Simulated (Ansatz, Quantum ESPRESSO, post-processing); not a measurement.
# 1T-HfO2, layer by layer, part 7 of 7

What does each added layer of 1T-HfO2 bring in screening, and what does it do to the gap?

Quantum ESPRESSO 7.5; plane-wave DFT, PBEsol, GBRV ultrasoft pseudopotentials; geometry by Ansatz 0.2.0 with PAW datasets.

So far. Step 14 (Band structure, 2 layers: no field): Along this path the valence top lies between K and Γ and the conduction bottom at M. Step 20 (Potential by pp.x, 3 layers): The slope in the vacuum is 0.100 eV/Å for an applied 0.10 V/Å, as it should be.

## (21) Bands along a path, 3 layers: no field

The input, n3.f0.bands.in:

```
&control
  prefix = 'n3.f0.bands'
  outdir = './out'
  pseudo_dir = './pseudo'
  calculation = 'bands'
  tefield = .true.
  dipfield = .true.
/
&system
  ibrav = 0
  nat = 9
  ntyp = 2
  ecutwfc = 40
  ecutrho = 200
  occupations = 'smearing'
  smearing = 'fd'
  degauss = 0.004
  edir = 3
  emaxpos = 0.97
  eopreg = 0.04
  eamp = 0.0
  nbnd = 40
/
&electrons
  conv_thr = 1e-07
  mixing_beta = 0.4
  electron_maxstep = 120
  mixing_mode = 'local-TF'
/
ATOMIC_SPECIES
  O   15.9990  o_pbesol_v1.2.uspp.F.UPF
  Hf  178.4900  hf_pbesol_v1.uspp.F.UPF
CELL_PARAMETERS angstrom
  3.24017076568500 0.00000000000000 -0.00000000000000
  -1.62008538284250 2.80607019568289 0.00000000000000
  -0.00000000000000 -0.00000000000000 31.15577262760000
ATOMIC_POSITIONS crystal
  O   0.666666666667 0.333333333333 0.318059455057
  Hf  -0.000000000000 0.000000000000 0.349340499747
  O   0.333333333333 0.666666666667 0.380552879540
  O   0.666666666667 0.333333333333 0.468799236545
  Hf  -0.000000000000 0.000000000000 0.500000307215
  O   0.333333333333 0.666666666667 0.531201383163
  O   0.666666666667 0.333333333333 0.619446809831
  Hf  0.000000000000 -0.000000000000 0.650659191107
  O   0.333333333333 0.666666666667 0.681940237794
K_POINTS crystal_b
4
  0.0000000000 0.0000000000 0.0000000000 12
  0.5000000000 0.0000000000 0.0000000000 12
  0.3333333333 0.3333333333 0.0000000000 12
  0.0000000000 0.0000000000 0.0000000000 1
```

Run with:

```bash
$ cp -r out/n3.f0.save out/n3.f0.bands.save
$ cp out/n3.f0.xml out/n3.f0.bands.xml
$ OMP_NUM_THREADS=1 mpirun -n 4 pw.x -nk 4 -in n3.f0.bands.in > n3.f0.bands.out
```

Output:

```text
[banner, memory and clock lines left out]
Program PWSCF v.7.5 starts

          URL

     Presently no symmetry can be used with electric field

     Atomic positions and unit cell read from directory:
     ./out/n3.f0.bands.save/

     G-vector sticks info

     bravais-lattice index     =            0
     lattice parameter (alat)  =       6.1230  a.u.
     unit-cell volume          =    1911.6200 (a.u.)^3
     number of atoms/cell      =            9
     number of atomic types    =            2
     number of electrons       =        72.00
     number of Kohn-Sham states=           40
     kinetic-energy cutoff     =      40.0000  Ry
     charge density cutoff     =     200.0000  Ry
     Exchange-correlation= SLA  PW   PSX  PSC
                           (   1   4  10   8   0   0   0)

     celldm(1)=   6.123035  celldm(2)=   0.000000  celldm(3)=   0.000000
     celldm(4)=   0.000000  celldm(5)=   0.000000  celldm(6)=   0.000000

     crystal axes: (cart. coord. in units of alat)
               a(1) = (   1.000000   0.000000  -0.000000 )
               a(2) = (  -0.500000   0.866025   0.000000 )
               a(3) = (  -0.000000  -0.000000   9.615472 )

     reciprocal axes: (cart. coord. in units 2 pi/alat)
               b(1) = (  1.000000  0.577350  0.000000 )
               b(2) = (  0.000000  1.154701  0.000000 )
               b(3) = (  0.000000  0.000000  0.103999 )

     PseudoPot. # 1 for O  read from file:
     ./pseudo/o_pbesol_v1.2.uspp.F.UPF
     Pseudo is Ultrasoft + core correction, Zval =  6.0
     Generated by new atomic code, or converted to UPF format
     Using radial grid of  737 points,  5 beta functions with:
                l(1) =   0
                l(2) =   0
                l(3) =   1
                l(4) =   1
                l(5) =   2
     Q(r) pseudized with  8 coefficients,  rinner =    0.900   0.900   0.900
                                                       0.900   0.900

     PseudoPot. # 2 for Hf read from file:
     ./pseudo/hf_pbesol_v1.uspp.F.UPF
     Pseudo is Ultrasoft + core correction, Zval = 12.0
     Generated by new atomic code, or converted to UPF format
     Using radial grid of  921 points,  8 beta functions with:
                l(1) =   0
                l(2) =   0
                l(3) =   0
                l(4) =   1
                l(5) =   1
                l(6) =   2
                l(7) =   2
                l(8) =   3
     Q(r) pseudized with  6 coefficients,  rinner =    1.200   1.200   1.200
                                                       1.200   1.200   1.200
                                                       1.200

     atomic species   valence    mass     pseudopotential
     O                 6.00    15.99900     O ( 1.00)
     Hf               12.00   178.49000     Hf( 1.00)

     No symmetry found

   Cartesian axes

     site n.     atom                  positions (alat units)
         1        O      tau(   1) = (   0.5000000   0.2886751   3.0582919  )
         2        Hf     tau(   2) = (  -0.0000000   0.0000000   3.3590739  )
         3        O      tau(   3) = (  -0.0000000   0.5773503   3.6591957  )
         4        O      tau(   4) = (   0.5000000   0.2886751   4.5077261  )
         5        Hf     tau(   5) = (  -0.0000000   0.0000000   4.8077392  )
         6        O      tau(   6) = (  -0.0000000   0.5773503   5.1077522  )
         7        O      tau(   7) = (   0.5000000   0.2886751   5.9562737  )
         8        Hf     tau(   8) = (   0.0000000   0.0000000   6.2563955  )
         9        O      tau(   9) = (  -0.0000000   0.5773503   6.5571775  )

     number of k points=    37  Fermi-Dirac smearing, width (Ry)=  0.0040
                       cart. coord. in units 2pi/alat
        k(    1) = (   0.0000000   0.0000000   0.0000000), wk =   0.0540541
        k(    2) = (   0.0416667   0.0240563   0.0000000), wk =   0.0540541
        k(    3) = (   0.0833333   0.0481125   0.0000000), wk =   0.0540541
        k(    4) = (   0.1250000   0.0721688   0.0000000), wk =   0.0540541
        k(    5) = (   0.1666667   0.0962250   0.0000000), wk =   0.0540541
        k(    6) = (   0.2083333   0.1202813   0.0000000), wk =   0.0540541
        k(    7) = (   0.2500000   0.1443376   0.0000000), wk =   0.0540541
        k(    8) = (   0.2916667   0.1683938   0.0000000), wk =   0.0540541
        k(    9) = (   0.3333333   0.1924501   0.0000000), wk =   0.0540541
        k(   10) = (   0.3750000   0.2165064   0.0000000), wk =   0.0540541
        k(   11) = (   0.4166667   0.2405626   0.0000000), wk =   0.0540541
        k(   12) = (   0.4583333   0.2646189   0.0000000), wk =   0.0540541
        k(   13) = (   0.5000000   0.2886751   0.0000000), wk =   0.0540541
        k(   14) = (   0.4861111   0.3127314   0.0000000), wk =   0.0540541
        k(   15) = (   0.4722222   0.3367877   0.0000000), wk =   0.0540541
        k(   16) = (   0.4583333   0.3608439   0.0000000), wk =   0.0540541
        k(   17) = (   0.4444444   0.3849002   0.0000000), wk =   0.0540541
        k(   18) = (   0.4305556   0.4089564   0.0000000), wk =   0.0540541
        k(   19) = (   0.4166667   0.4330127   0.0000000), wk =   0.0540541
        k(   20) = (   0.4027778   0.4570690   0.0000000), wk =   0.0540541
        k(   21) = (   0.3888889   0.4811252   0.0000000), wk =   0.0540541
        k(   22) = (   0.3750000   0.5051815   0.0000000), wk =   0.0540541
        k(   23) = (   0.3611111   0.5292377   0.0000000), wk =   0.0540541
        k(   24) = (   0.3472222   0.5532940   0.0000000), wk =   0.0540541
        k(   25) = (   0.3333333   0.5773503   0.0000000), wk =   0.0540541
        k(   26) = (   0.3055556   0.5292377   0.0000000), wk =   0.0540541
        k(   27) = (   0.2777778   0.4811252   0.0000000), wk =   0.0540541
        k(   28) = (   0.2500000   0.4330127   0.0000000), wk =   0.0540541
        k(   29) = (   0.2222222   0.3849002   0.0000000), wk =   0.0540541
        k(   30) = (   0.1944444   0.3367877   0.0000000), wk =   0.0540541
        k(   31) = (   0.1666667   0.2886751   0.0000000), wk =   0.0540541
        k(   32) = (   0.1388889   0.2405626   0.0000000), wk =   0.0540541
        k(   33) = (   0.1111111   0.1924501   0.0000000), wk =   0.0540541
        k(   34) = (   0.0833333   0.1443376   0.0000000), wk =   0.0540541
        k(   35) = (   0.0555556   0.0962250   0.0000000), wk =   0.0540541
        k(   36) = (   0.0277778   0.0481125   0.0000000), wk =   0.0540541
        k(   37) = (   0.0000000   0.0000000   0.0000000), wk =   0.0540541

     Dense  grid:    91351 G-vectors     FFT dimensions: (  27,  27, 270)

     Smooth grid:    65577 G-vectors     FFT dimensions: (  25,  25, 240)

[...]
-3.1493  -3.1260  -3.0893  -2.8805  -2.7934  -2.7114  -2.5195  -2.4061
    -2.3091  -1.8910  -1.7787  -1.6746   3.5311   3.7328   3.9325   4.6736

          k = 0.4028 0.4571 0.0000 (  8186 PWs)   bands (ev):

   -61.3078 -61.3069 -61.3069 -30.4883 -30.4857 -30.4856 -30.1085 -30.1067
   -30.1066 -30.0422 -30.0385 -30.0381 -17.2705 -17.2556 -17.2496 -16.6075
   -16.5945 -16.5892  -5.1113  -5.0578  -5.0245  -4.1537  -4.0920  -4.0440
    -3.3292  -3.3074  -3.2793  -2.7807  -2.7135  -2.6581  -2.5115  -2.4033
    -2.3078  -1.8778  -1.8070  -1.7358   3.5335   3.7573   3.9815   4.7192

          k = 0.3889 0.4811 0.0000 (  8194 PWs)   bands (ev):

   -61.3072 -61.3064 -61.3063 -30.4601 -30.4576 -30.4575 -30.1535 -30.1516
   -30.1515 -30.0400 -30.0363 -30.0359 -17.1951 -17.1814 -17.1762 -16.6682
   -16.6567 -16.6531  -4.9456  -4.8995  -4.8762  -4.1872  -4.1225  -4.0717
    -3.5186  -3.5004  -3.4763  -2.6753  -2.6326  -2.6101  -2.5006  -2.3989
    -2.3064  -1.8687  -1.8423  -1.8071   3.5201   3.7645   4.0120   4.7774

          k = 0.3750 0.5052 0.0000 (  8188 PWs)   bands (ev):

   -61.3067 -61.3058 -61.3058 -30.4293 -30.4268 -30.4268 -30.1992 -30.1971
   -30.1971 -30.0380 -30.0343 -30.0339 -17.1190 -17.1065 -17.1023 -16.7307
   -16.7207 -16.7187  -4.7698  -4.7319  -4.7210  -4.2153  -4.1468  -4.0922
    -3.7072  -3.6941  -3.6730  -2.5735  -2.5638  -2.5564  -2.4894  -2.3946
    -2.3060  -1.8872  -1.8834  -1.8650   3.4973   3.7589   4.0254   4.8418

          k = 0.3611 0.5292 0.0000 (  8202 PWs)   bands (ev):

   -61.3063 -61.3054 -61.3054 -30.3963 -30.3939 -30.3938 -30.2440 -30.2418
   -30.2418 -30.0364 -30.0327 -30.0323 -17.0448 -17.0338 -17.0308 -16.7933
   -16.7845 -16.7839  -4.5904  -4.5646  -4.5601  -4.2385  -4.1653  -4.1059
    -3.8866  -3.8816  -3.8623  -2.5349  -2.4999  -2.4696  -2.4644  -2.3915
    -2.3072  -1.9725  -1.9267  -1.8667   3.4731   3.7471   4.0269   4.9069

          k = 0.3472 0.5533 0.0000 (  8202 PWs)   bands (ev):

   -61.3060 -61.3051 -61.3051 -30.3615 -30.3591 -30.3591 -30.2865 -30.2842
   -30.2842 -30.0353 -30.0316 -30.0313 -16.9754 -16.9661 -16.9644 -16.8548
   -16.8462 -16.8461  -4.4314  -4.4043  -4.3904  -4.2571  -4.1785  -4.1142
    -4.0554  -4.0502  -4.0301  -2.5089  -2.4894  -2.4249  -2.3970  -2.3655
    -2.3105  -2.0541  -1.9635  -1.8712   3.4545   3.7359   4.0233   4.9684

          k = 0.3333 0.5774 0.0000 (  8190 PWs)   bands (ev):

   -61.3059 -61.3050 -61.3050 -30.3253 -30.3253 -30.3236 -30.3236 -30.3224
   -30.3224 -30.0349 -30.0312 -30.0309 -16.9146 -16.9146 -16.9122 -16.9122
   -16.8965 -16.8964  -4.3555  -4.2728  -4.2728  -4.2577  -4.1877  -4.1877
    -4.1698  -4.1121  -4.1121  -2.4937  -2.4937  -2.4000  -2.4000  -2.3160
    -2.3160  -2.0973  -1.9793  -1.8740   3.4474   3.7311   4.0209   5.0244

          k = 0.3056 0.5292 0.0000 (  8194 PWs)   bands (ev):

   -61.3064 -61.3055 -61.3054 -30.3877 -30.3853 -30.3853 -30.2508 -30.2487
   -30.2486 -30.0366 -30.0329 -30.0326 -17.0160 -17.0046 -17.0010 -16.8250
   -16.8158 -16.8149  -4.5163  -4.4929  -4.4883  -4.2951  -4.1952  -4.1028
    -3.9518  -3.9366  -3.9113  -2.5310  -2.5074  -2.4531  -2.4484  -2.4149
    -2.3316  -1.9599  -1.9126  -1.8515   3.4813   3.7563   4.0380   4.9175

          k = 0.2778 0.4811 0.0000 (  8202 PWs)   bands (ev):

   -61.3079 -61.3070 -61.3070 -30.4237 -30.4212 -30.4211 -30.1771 -30.1751
   -30.1750 -30.0416 -30.0379 -30.0376 -17.0874 -17.0717 -17.0639 -16.7961
   -16.7824 -16.7771  -4.6764  -4.6519  -4.6487  -4.3201  -4.2011  -4.0858
    -3.8012  -3.7576  -3.7178  -2.6226  -2.6203  -2.5800  -2.5568  -2.4511
    -2.3407  -1.7724  -1.7693  -1.7582   3.5841   3.8368   4.0979   4.7984

          k = 0.2500 0.4330 0.0000 (  8186 PWs)   bands (ev):

   -61.3106 -61.3097 -61.3096 -30.4284 -30.4259 -30.4259 -30.1125 -30.1103
   -30.1103 -30.0449 -30.0416 -30.0414 -17.1199 -17.0999 -17.0873 -16.8332
   -16.8136 -16.8029  -4.7450  -4.7075  -4.6866  -4.3632  -4.2242  -4.0820
    -3.7637  -3.7059  -3.6600  -2.7451  -2.7385  -2.6684  -2.6500  -2.4961
    -2.3477  -1.6486  -1.6109  -1.5723   3.7380   3.9616   4.1959   4.6604

          k = 0.2222 0.3849 0.0000 (  8196 PWs)   bands (ev):

   -61.3144 -61.3135 -61.3134 -30.4006 -30.3981 -30.3980 -30.0909 -30.0874
   -30.0871 -30.0157 -30.0138 -30.0137 -17.1110 -17.0872 -17.0681 -16.9353
   -16.9100 -16.8948  -4.7101  -4.6576  -4.6179  -4.4378  -4.2842  -4.1169
    -3.8327  -3.7671  -3.7212  -2.8431  -2.7876  -2.7184  -2.7103  -2.5713
    -2.3785  -1.5078  -1.4657  -1.4261   3.9104   4.1006   4.3049   4.5054

          k = 0.1944 0.3368 0.0000 (  8170 PWs)   bands (ev):

   -61.3191 -61.3182 -61.3182 -30.3417 -30.3393 -30.3392 -30.1059 -30.1020
   -30.1015 -29.9614 -29.9597 -29.9597 -17.1094 -17.0904 -17.0500 -17.0386
   -17.0171 -17.0053  -4.5896  -4.5427  -4.5234  -4.4677  -4.3854  -4.2049
    -3.9742  -3.9014  -3.8568  -2.9801  -2.7499  -2.6963  -2.6842  -2.6400
    -2.4489  -1.3776  -1.3571  -1.3435   4.0646   4.1993   4.3252   4.3395

          k = 0.1667 0.2887 0.0000 (  8134 PWs)   bands (ev):

   -61.3246 -61.3237 -61.3236 -30.2568 -30.2545 -30.2545 -30.1290 -30.1251
   -30.1244 -29.9102 -29.9087 -29.9086 -17.3110 -17.2757 -17.2461 -16.9682
   -16.9339 -16.9102  -4.6578  -4.5191  -4.4239  -4.3765  -4.3224  -4.3056
    -4.1487  -4.0635  -4.0182  -3.0877  -2.8097  -2.5993  -2.5572  -2.5333
    -2.5240  -1.3442  -1.3070  -1.2837   4.1212   4.1414   4.1813   4.2465

          k = 0.1389 0.2406 0.0000 (  8124 PWs)   bands (ev):

   -61.3303 -61.3293 -61.3293 -30.1549 -30.1539 -30.1518 -30.1517 -30.1505
   -30.1499 -29.8668 -29.8654 -29.8654 -17.5424 -17.5029 -17.4713 -16.8578
   -16.8182 -16.7886  -4.7635  -4.6465  -4.4876  -4.3636  -4.3445  -4.3341
    -4.2401  -4.1548  -4.1107  -3.0284  -2.8130  -2.5650  -2.4221  -2.3691
    -2.3327  -1.4325  -1.3277  -1.2436   4.0174   4.0205   4.0461   4.2512

          k = 0.1111 0.1925 0.0000 (  8128 PWs)   bands (ev):

   -61.3358 -61.3349 -61.3348 -30.1803 -30.1760 -30.1751 -30.0435 -30.0416
   -30.0416 -29.8320 -29.8306 -29.8305 -17.7767 -17.7344 -17.7010 -16.7348
   -16.6904 -16.6552  -4.8429  -4.7587  -4.6256  -4.5211  -4.4859  -4.4829
    -4.3530  -4.1993  -4.0946  -2.7500  -2.6361  -2.4636  -2.2307  -2.1552
    -2.1104  -1.5843  -1.4124  -1.2606   3.9123   3.9206   3.9442   4.1978

          k = 0.0833 0.1443 0.0000 (  8122 PWs)   bands (ev):

   -61.3407 -61.3397 -61.3397 -30.2029 -30.1986 -30.1976 -29.9381 -29.9365
   -29.9364 -29.8055 -29.8042 -29.8041 -17.9905 -17.9463 -17.9117 -16.6155
   -16.5665 -16.5263  -4.8881  -4.8414  -4.7413  -4.6719  -4.6420  -4.6361
    -4.5293  -4.3176  -4.1294  -2.3632  -2.3348  -2.2267  -2.0889  -1.9483
    -1.8903  -1.7185  -1.5306  -1.3204   3.8403   3.8537   3.8801   4.0939

          k = 0.0556 0.0962 0.0000 (  8147 PWs)   bands (ev):

   -61.3445 -61.3436 -61.3435 -30.2208 -30.2164 -30.2153 -29.8508 -29.8493
   -29.8493 -29.7871 -29.7859 -29.7857 -18.1619 -18.1165 -18.0813 -16.5157
   -16.4629 -16.4186  -4.9005  -4.8892  -4.8253  -4.7912  -4.7683  -4.7626
    -4.6923  -4.4521  -4.2015  -2.2074  -2.0136  -1.9274  -1.9267  -1.7872
    -1.7074  -1.6955  -1.6166  -1.3963   3.8018   3.8212   3.8499   3.9802

          k = 0.0278 0.0481 0.0000 (  8161 PWs)   bands (ev):

   -61.3469 -61.3460 -61.3459 -30.2323 -30.2278 -30.2267 -29.7929 -29.7916
   -29.7916 -29.7763 -29.7751 -29.7750 -18.2729 -18.2269 -18.1914 -16.4494
   -16.3941 -16.3470  -4.9011  -4.8948  -4.8711  -4.8704  -4.8507  -4.8453
    -4.8090  -4.5556  -4.2633  -2.3061  -1.9012  -1.6743  -1.6655  -1.6445
    -1.6195  -1.5887  -1.5800  -1.4603   3.7877   3.8135   3.8423   3.8428

          k = 0.0000 0.0000 0.0000 (  8195 PWs)   bands (ev):

   -61.3478 -61.3468 -61.3468 -30.2363 -30.2317 -30.2306 -29.7728 -29.7728
   -29.7716 -29.7716 -29.7714 -29.7714 -18.3113 -18.2651 -18.2295 -16.4262
   -16.3700 -16.3220  -4.8987  -4.8987  -4.8798  -4.8798  -4.8742  -4.8742
    -4.8723  -4.5960  -4.2868  -2.3525  -1.9084  -1.5869  -1.5869  -1.5601
    -1.5601  -1.5398  -1.5398  -1.4947   3.7855   3.7855   3.8162   3.8162

     XML data file, pseudopotentials, collected wavefunctions

                                        0.00s GPU  (    1032 calls)
[key lines of the parts left out:]
Dipole field          0.0000 Ry au,
```

Elapsed: 80 s, on 4 MPI ranks of Intel Xeon Platinum 8259CL at 2.50GHz (Skylake/Cascade Lake), shared host; peak memory 0.54 GiB.

Numbers from this step:

- dipole along the normal: 0 e·Å
- valence top, on the run's zero: -1.244 eV
- conduction bottom, on the run's zero: 3.345 eV
- gap by band count: 4.589 eV

Band numbers count within the set of bands kept for display. Electronic bands along the path, in eV, zero at the highest filled level of the SCF mesh; v1 is the highest filled band, c1 the lowest empty one:

```csv
point,v4,v3,v2,v1,c1,c2,c3,c4
Γ,-0.30,-0.28,-0.28,-0.24,5.04,5.04,5.07,5.07
halfway,-0.85,-0.24,-0.13,-0.04,4.80,4.92,5.03,6.17
M,-0.98,-0.70,-0.46,-0.26,4.60,4.74,4.88,5.90
halfway,-1.05,-0.63,-0.52,-0.42,4.79,4.99,5.19,5.93
K,-1.06,-0.84,-0.72,-0.62,4.70,4.99,5.28,6.28
halfway,-1.27,-0.09,-0.05,-0.03,5.38,5.40,5.44,5.50
Γ,-0.30,-0.28,-0.28,-0.24,5.04,5.04,5.07,5.07
```

Along this path the valence top lies between K and Γ and the conduction bottom at M.

## (22) Polarisability from the dipole between 0 and 0.1 V/A, 3 layers

Read from the output:

| Property | Result |
| --- | --- |
| polarisability a cell | 6.356 Å³ |
| sheet polarisability 4πα/A | 8.784 Å |

Table of change of the potential energy, second field less first by z:

z (Å), change of the potential energy, second field less first (eV) and a bar from the least value:
```
        0      -0.56 #######
        1      -1.02 
        2      -0.92 #
        3      -0.82 ###
        4      -0.72 ####
        5      -0.62 ######
        6      -0.52 #######
        7      -0.42 #########
        8      -0.32 ##########
        9      -0.23 ############
       10      -0.19 ############
       11      -0.18 ############
       12      -0.16 #############
       13      -0.11 ##############
       14      -0.04 ###############
       15      -0.01 ###############
       16       0.01 ###############
       17       0.03 ################
       18       0.09 #################
       19       0.15 #################
       20       0.17 ##################
       21       0.19 ##################
       22       0.22 ##################
       23       0.31 ####################
       24       0.40 #####################
       25       0.50 #######################
       26       0.60 ########################
       27       0.70 ##########################
       28       0.80 ###########################
       29       0.90 #############################
       30       1.00 ##############################
       31      -0.29 ###########
```

## (23) The series side by side

All levels:

```csv
level,sheet polarisability (Å),gap without a field (eV),vacuum over the valence top of the mesh (eV),CPU time (s)
1 layer,2.954,4.815,7.953,339.6
2 layers,5.873,4.665,7.961,1051
3 layers,8.784,4.589,7.933,1836
```

## (24) By hand

From 2 to 3 layers, over the growth of the distance between the outermost mean planes: (8.784 − 5.873) Å / 4.682 Å = 0.622 = 1 − 1/ε, so ε = 2.6.

## (25) What came out

| Item | Value |
| --- | --- |
| 4πα/A of 1 layer | 2.95 Å |
| gap along the path, 1 layer | 4.82 eV |
| Kohn-Sham ionisation potential, 1 layer | 7.95 eV |
| 4πα/A of 2 layers | 5.87 Å |
| gap along the path, 2 layers | 4.66 eV |
| Kohn-Sham ionisation potential, 2 layers | 7.94 eV |
| 4πα/A of 3 layers | 8.78 Å |
| gap along the path, 3 layers | 4.59 eV |
| Kohn-Sham ionisation potential, 3 layers | 7.92 eV |

**Reading.** The sheet polarisability 4πα/A grows as 2.95, 5.87 and 8.78 Å for 1, 2 and 3 layers (PBEsol, GBRV ultrasoft). The last layer adds 4.68 Å between the outermost mean planes and 2.91 Å of 4πα/A; 1 − 1/ε = 0.622 gives ε = 2.6 along the normal for the stacked crystal at this spacing. The gap runs 4.82, 4.66 and 4.59 eV, falling with each layer as bands that reach between the layers split. The single layer was relaxed under plain PBE (a = 3.252 Å), the stacks with a dispersion correction (a = 3.241 Å for two layers), so the first step mixes stacking with a strain of -0.3 %. The nearest atoms of neighbouring layers lie 3.33 Å apart. One stacking was chosen. The ions are clamped in the field. Semilocal gaps are too small and shrink less with thickness than quasiparticle gaps, which also feel the screening by neighbours. Spin-orbit coupling is left out; depending on the atoms that carry the levels of interest, it can split and shift them by tenths of an eV to an eV or more.

[Logs are printed without paths, hosts, clocks, repeated set-up lines and the standing remarks that a program may print on its own settings, such as how far it seeks lower states.]

[Hosts, paths, dates, database ids (printed as entryN), source tags and the programs' standing remarks are cut or masked in the printed files.]

[Maps of the electrostatic potential energy from Ansatz leave out the sawtooth potential of an applied field or a dipole correction, so their vacuum need not be flat; planar profiles and work functions include it.]
